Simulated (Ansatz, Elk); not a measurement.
## Li3Sc2: X-ray structure factors from the self-consistent density

The structure of Li3Sc2 used here is made up (a known structure type with other elements) and was relaxed beforehand with PBEsol. The aim is the Fourier transform of its all-electron density, F(hkl), set beside the sum over free spherical atoms that refinements use.

Program: Elk 11.2.3 (patched build). Level of theory: DFT, PBE, all-electron APW+lo, Dirac cores, scalar-relativistic bands, static density, no spin. Results are calculated unless marked as measured.

The structure was built from a prototype and need not be the compound's stable phase.

### Step 1. Set-up

It takes space group R-3m (No. 166, trigonal). Conventional cell: a = 4.899 Å, b = 4.899 Å, c = 14.923 Å, α = 90.00°, β = 90.00°, γ = 120.00°. Sc has 8 Li at 2.90 to 3.36 Å and 3 Sc at 3.13 Å nearest. Li has 6 Li at 3.06 Å and 8 Sc at 3.16 to 3.36 Å nearest. Nearest to Li lie 4 Li at 2.65 to 3.06 Å and 4 Sc at 2.90 to 2.98 Å. Farther neighbours are not listed.

### Step 2. Ground state and structure factors

An all-electron density is needed, since X-rays see the cores too. Task 0 finds the density and task 195 Fourier-transforms it; tshift is off so that phases refer to the origin typed.

elk.in

```
tasks
  0
  195

xctype
  20

spinpol
  .false.

rgkmax
  7.0

gmaxvr
  14.0

lmaxo
  7

lmaxapw
  8

swidth
  0.002

tshift
  .false.

ramdisk
  .false.

hmaxvr
  5.5

maxscl
  120

epspot
  1e-06

sppath
  './'

avec
  4.62874276873 2.67240588385 9.39988825900
  -4.62874276873 2.67240588385 9.39988825900
  0.00000000000 -5.34481176675 9.39988825927

atoms
  2
  'Sc.in'
  2
  0.7882513261 0.7882513261 0.7882513261   0.000000 0.000000 0.000000
  0.2117486739 0.2117486739 0.2117486739   0.000000 0.000000 0.000000
  'Li.in'
  3
  0.0000000000 0.0000000000 0.0000000000   0.000000 0.000000 0.000000
  0.4111361732 0.4111361732 0.4111361732   0.000000 0.000000 0.000000
  0.5888638268 0.5888638268 0.5888638268   0.000000 0.000000 0.000000

ngridk
  6 6 6
```

The run is started by

```
$ OMP_NUM_THREADS=4 elk
```

Numbers of over 12 decimals in the logs are rounded to 6 here.

The program printed:

```text
┌─────────────────────────┐
│ Elk code version 11.2.3 │
└─────────────────────────┘

All units are atomic (Hartree, Bohr, etc.)

┌─────────────────────────────────────────────────┐
│ Ground-state run starting from atomic densities │
└─────────────────────────────────────────────────┘

Lattice vectors :
   4.628742769       2.672405884       9.399888259
  -4.628742769       2.672405884       9.399888259
   0.000000000      -5.344811767       9.399888259

Reciprocal lattice vectors :
  0.6787140290      0.3918557273      0.2228106382
 -0.6787140290      0.3918557273      0.2228106382
 -0.1167527529E-16 -0.7837114546      0.2228106383

Unit cell volume      :    697.6529053
Brillouin zone volume :   0.3555496029

Muffin-tin inner radius fraction :   0.1000000000E-01

Nuclei treated as point charges

Species : 1 (Sc)
 parameters loaded from : Sc.in
 name : scandium
 nuclear charge    :   -21.00000000
 electronic charge :    21.00000000
 atomic mass :    81949.61073
 muffin-tin radius :    2.400000000
 number of radial points in muffin-tin :    993
 inner part over the whole radius :   0.9898716403E-02
 number on inner part of muffin-tin    :    698
 approximate nuclear radius :   0.6711386133E-04
 number of mesh points to nuclear radius :    323
 atomic positions (lattice), magnetic fields (Cartesian) :
  1 :  -0.21174867 -0.21174867 -0.21174867    0.00000000  0.00000000  0.00000000
  2 :   0.21174867  0.21174867  0.21174867    0.00000000  0.00000000  0.00000000

Species : 2 (Li)
 parameters loaded from : Li.in
 name : lithium
 nuclear charge    :   -3.000000000
 electronic charge :    3.000000000
 atomic mass :    12652.66898
 muffin-tin radius :    1.800000000
 number of radial points in muffin-tin :    593
 inner part over the whole radius :   0.9806707936E-02
 number on inner part of muffin-tin    :    401
 approximate nuclear radius :   0.4000070961E-04
 number of mesh points to nuclear radius :    148
 atomic positions (lattice), magnetic fields (Cartesian) :
  1 :   0.00000000  0.00000000  0.00000000    0.00000000  0.00000000  0.00000000
  2 :   0.41113617  0.41113617  0.41113617    0.00000000  0.00000000  0.00000000
  3 :  -0.41113617 -0.41113617 -0.41113617    0.00000000  0.00000000  0.00000000

Total number of atoms per unit cell :    5
Total muffin-tin volume :    189.0987450
 ratio of muffin-tin to unit cell volume :   0.2710498925

Spin treatment :
 spin-unpolarised

Number of Bravais lattice symmetries :   12
Number of crystal symmetries         :   12
Crystal has inversion symmetry
Real symmetric eigensolver will be used

k-point grid :      6     6     6
k-point offset :    0.000000000       0.000000000       0.000000000
k-point set is reduced with full crystal symmetry group
Total number of k-points :       32

Muffin-tin radius times maximum |G+k| :    7.000000000
 using average radius
Maximum |G+k| for APW functions       :    3.431372549
Maximum (1/2)|G+k|²                   :    5.887158785
Maximum |G| for potential and density :    14.00000000
Constant for pseudocharge density :    8
 order of it for each species :   15  15
 order of it for pair densities of each species (exact exchange by exxq0 0: 16) :   14   6
Radial integration step length :    1

G-vector grid sizes :     49    49    49
Number of G-vectors :    32321

Maximum angular momentum used for
 APW functions            :    8
 outer part of muffin-tin :    7
 inner part of muffin-tin :    2

Total nuclear charge    :   -51.00000000
Total core charge       :    20.00000000
Total valence charge    :    31.00000000
Total excess charge     :    0.000000000
Total electronic charge :    51.00000000

Effective Wigner radius, rₛ :    1.483634330

Number of empty states         :     20
Total number of valence states :     36
Total number of core states    :     20

Third-order local-orbitals added for an l without core states : T
Total number of local-orbitals :     63

Exchange-correlation functional :     20     0     0
[...]
Estimated indirect band gap :   0.1349233987E-02
 from k-point 30 to k-point 9
Estimated direct band gap   :   0.5265999000E-02
 at k-point 4

Charges :
 core                        :    20.00000000
 valence                     :    31.00000000
 interstitial                :    6.839831746
 muffin-tins (core leakage)
  species : 1 (Sc)
   atom 1                    :    18.79936651     ( -0.2162971935E-06)
   atom 2                    :    18.79936651     ( -0.2162971935E-06)
  species : 2 (Li)
   atom 1                    :    2.171517970     (   0.000000000    )
   atom 2                    :    2.194958630     (   0.000000000    )
   atom 3                    :    2.194958630     (   0.000000000    )
 total in muffin-tins        :    44.16016825
 total calculated charge     :    50.99997649
 total charge                :    51.00000000
 error                       :   0.2350568224E-04

RMS change in Kohn-Sham potential (target) :    9.187109689     (  0.1000000000E-05)
Absolute change in total energy (target)   :   0.5089131715     (  0.1000000000E-03)

[... loops 3 to 16 left out ...]

┌──────────────────┐
│ Loop number : 17 │
└──────────────────┘

Energies :
 Fermi                       :     0.113632
 sum of occupied eigenvalues :     -908.04515652336
 electron kinetic            :      1564.0126266043
 core electron kinetic       :      1429.9102188932
 Coulomb                     :     -3031.2313983890
 Coulomb potential           :     -2363.6835068562
 nuclear-nuclear             :     -197.37639658258
 electron-nuclear            :     -3307.8528523175
 Hartree                     :      473.99785051101
 Madelung                    :     -1849.3896449609
 xc potential                :     -108.37427627139
 exchange                    :     -81.749588092646
 correlation                 :     -2.006087
 electron entropic           :    -0.22021421878254E-02
 total energy                :     -1550.9766494726

Density of states at Fermi energy :    161.9330575
 (states/Hartree/unit cell)

Estimated indirect band gap :   0.1200785296E-02
 from k-point 16 to k-point 17
Estimated direct band gap   :   0.3577009418E-02
 at k-point 30

Charges :
 core                        :    20.00000000
 valence                     :    31.00000000
 interstitial                :    6.429901404
 muffin-tins (core leakage)
  species : 1 (Sc)
   atom 1                    :    19.04699320     ( -0.2163401458E-06)
   atom 2                    :    19.04699320     ( -0.2163401458E-06)
  species : 2 (Li)
[...]
total in muffin-tins        :    44.57009860
 total calculated charge     :    50.99996368
 total charge                :    51.00000000
 error                       :   0.3632104881E-04

RMS change in Kohn-Sham potential (target) :   0.5682224110E-06 (  0.1000000000E-05)
Absolute change in total energy (target)   :   0.5179374511E-06 (  0.1000000000E-03)

Convergence targets achieved

┌──────────────────┐
│ Loop number : 18 │
└──────────────────┘

Energies :
 Fermi                       :     0.113632
 sum of occupied eigenvalues :     -908.04515597704
 electron kinetic            :      1564.0126261763
 core electron kinetic       :      1429.9102190011
 Coulomb                     :     -3031.2313977046
 Coulomb potential           :     -2363.6835076731
 nuclear-nuclear             :     -197.37639658258
 electron-nuclear            :     -3307.8528501187
 Hartree                     :      473.99784899669
 Madelung                    :     -1849.3896438681
 xc potential                :     -108.37427448027
 exchange                    :     -81.749588012737
 correlation                 :     -2.006087
 electron entropic           :    -0.22021420342912E-02
 total energy                :     -1550.9766491352

Density of states at Fermi energy :    161.9330462
 (states/Hartree/unit cell)

Estimated indirect band gap :   0.1200784266E-02
 from k-point 16 to k-point 17
Estimated direct band gap   :   0.3577009027E-02
 at k-point 30

Charges :
 core                        :    20.00000000
 valence                     :    31.00000000
 interstitial                :    6.429901507
 muffin-tins (core leakage)
  species : 1 (Sc)
   atom 1                    :    19.04699314     ( -0.2163411175E-06)
   atom 2                    :    19.04699314     ( -0.2163411175E-06)
  species : 2 (Li)
   atom 1                    :    2.144322153     (   0.000000000    )
   atom 2                    :    2.165895029     (   0.000000000    )
   atom 3                    :    2.165895029     (   0.000000000    )
 total in muffin-tins        :    44.57009849
 total calculated charge     :    50.99996368
 total charge                :    51.00000000
 error                       :   0.3632104460E-04

┌──────────────────────────────┐
│ Self-consistent loop stopped │
└──────────────────────────────┘

Wrote STATE.OUT
```

It took 30 s on 4 threads of Arm Neoverse V2, shared host; peak memory 0.19 GiB; 92 s of CPU time.

SFACRHO.OUT:

```text

h k l indices transformed by vhmat matrix:
   1.000000000       0.000000000       0.000000000    
   0.000000000       1.000000000       0.000000000    
   0.000000000       0.000000000       1.000000000    

      h      k      l  multipl.   |H|            Re(F)            Im(F)           |F|

      0      0      0      1   0.0000000       51.000000      0.18286587E-15   51.000000    
      1      1      1      2  0.66843191      -21.617517      0.26625167E-13   21.617517    
      0     -1      0      6  0.81476882       6.9018515      0.22691904E-14   6.9018515    
      0     -1     -1      6  0.90154421      -26.339943     -0.26322608E-13   26.339943    
     -1     -2     -1      6   1.1868096       17.539018      0.21481669E-13   17.539018    
     -2     -2     -2      2   1.3368638      -5.5542096     -0.72235894E-14   5.5542096    
     -1      1      0      6   1.3574281       34.968728     -0.85397612E-15   34.968728    
      1      2      2      6   1.3621006       32.720328     -0.49695269E-13   32.720328    
      0     -2     -1     12   1.5130804      -16.887744     -0.21784228E-13   16.887744    
     -1      1     -1      6   1.5831801       5.5629889      0.48409395E-14   5.5629889    
      0      2      0      6   1.6295376      -21.589591      0.15430495E-13   21.589591    
      2      3      2      6   1.7455051      -22.831895      0.70950019E-13   22.831895    
      0     -2     -2      6   1.8030884       14.708536      0.27532843E-13   14.708536    
      3      2      1     12   1.9052076      -4.7712329      0.96818790E-14   4.7712329    
     -3     -1     -1      6   1.9230000       28.158959      0.42963338E-13   28.158959    
     -3     -2     -3      6   1.9471664      -7.8732503     -0.23902139E-13   7.8732503    
      3      3      3      2   2.0052957       21.228259     -0.73824327E-13   21.228259    
      1      0     -2     12   2.0854424       4.7368239      0.24204697E-14   4.7368239
```

Elk indexes on the primitive cell of elk.in and gives |H| = 4π sin θ/λ in inverse bohr. Below, one row stands for each form hkl of the conventional cell (m members, Friedel mates merged), F is for one primitive cell and the density is static (no thermal factor). Free-atom factors are Waasmaier and Kirfel's, and R is Σm||F|−|F'||/Σm|F|.

| hkl | m | sin θ/λ (Å⁻¹) | abs F, DFT | neutral atoms | diff. |
| --- | --- | --- | --- | --- | --- |
| 003 | 2 | 0.101 | 21.617 | 21.537 | +0.080 |
| 101 | 6 | 0.122 | 6.902 | 6.931 | -0.029 |
| 012 | 6 | 0.136 | 26.340 | 26.646 | -0.306 |
| 104 | 6 | 0.178 | 17.539 | 17.637 | -0.098 |
| 006 | 2 | 0.201 | 5.554 | 5.543 | +0.011 |
| 110 | 6 | 0.204 | 34.969 | 35.225 | -0.256 |
| 015 | 6 | 0.205 | 32.720 | 32.950 | -0.230 |
| 113 | 12 | 0.228 | 16.888 | 16.920 | -0.033 |
| 021 | 6 | 0.238 | 5.563 | 5.541 | +0.022 |
| 202 | 6 | 0.245 | 21.590 | 21.514 | +0.076 |
| 107 | 6 | 0.263 | 22.832 | 22.721 | +0.111 |
| 024 | 6 | 0.271 | 14.709 | 14.707 | +0.001 |
| 116 | 12 | 0.286 | 4.771 | 4.755 | +0.016 |
| 205 | 6 | 0.289 | 28.159 | 28.111 | +0.048 |

### Step 3. The highest occupied states alone

An energy window below the Fermi level keeps the highest occupied states, to see at which angles they scatter; shallow core shells can lie inside it and anion s states outside. No new self-consistency is needed.

Changes to elk.in since step 2:

```diff
@@ -1,3 +1,2 @@
 tasks
-  0
   195
@@ -40,2 +39,5 @@
 
+wsfac
+  -0.437610 0.413630
+
 sppath
```

The run is started by

```
$ OMP_NUM_THREADS=4 elk
```

The program printed:

```text
┌─────────────────────────────────┐
│ Elk code version 11.2.3 started │
└─────────────────────────────────┘

Info(readinput): the functional depends on the density's gradient
 muffin-tin radial points multiplied by    2.00000
 (not where nrmtscf is given)

┌────────────────────┐
│ Current task : 195 │
└────────────────────┘

Info(sfacrho): density structure factors written to SFACRHO.OUT

 Energy window :  -0.4376100000      0.4136300000

┌──────────────────┐
│ Elk code stopped │
└──────────────────┘
```

Run time: 6.9 s. Hardware: 4 threads; peak memory 0.16 GiB; 7.8 s of CPU time.

States within 15 eV below the Fermi level hold 9.00 electrons; any levels below the window count with the cores. Their amplitudes can exceed the total, where window and core parts have opposite phase:

| hkl | sin θ/λ (Å⁻¹) | abs F, window | abs F, all |
| --- | --- | --- | --- |
| 003 | 0.101 | 1.442 | 21.617 |
| 101 | 0.122 | 0.309 | 6.902 |
| 012 | 0.136 | 0.863 | 26.340 |
| 104 | 0.178 | 0.386 | 17.539 |
| 006 | 0.201 | 0.082 | 5.554 |
| 110 | 0.204 | 0.372 | 34.969 |
| 015 | 0.205 | 0.352 | 32.720 |
| 113 | 0.228 | 0.348 | 16.888 |
| 021 | 0.238 | 0.153 | 5.563 |
| 202 | 0.245 | 0.522 | 21.590 |

(Continued in part 2 of 2.)

[Logs are printed without paths, hosts, clocks, repeated set-up lines and the standing remarks that a program may print on its own settings, such as how far it seeks lower states.]

[Hosts, paths, dates, database ids (printed as entryN), source tags and the programs' standing remarks are cut or masked in the printed files.]
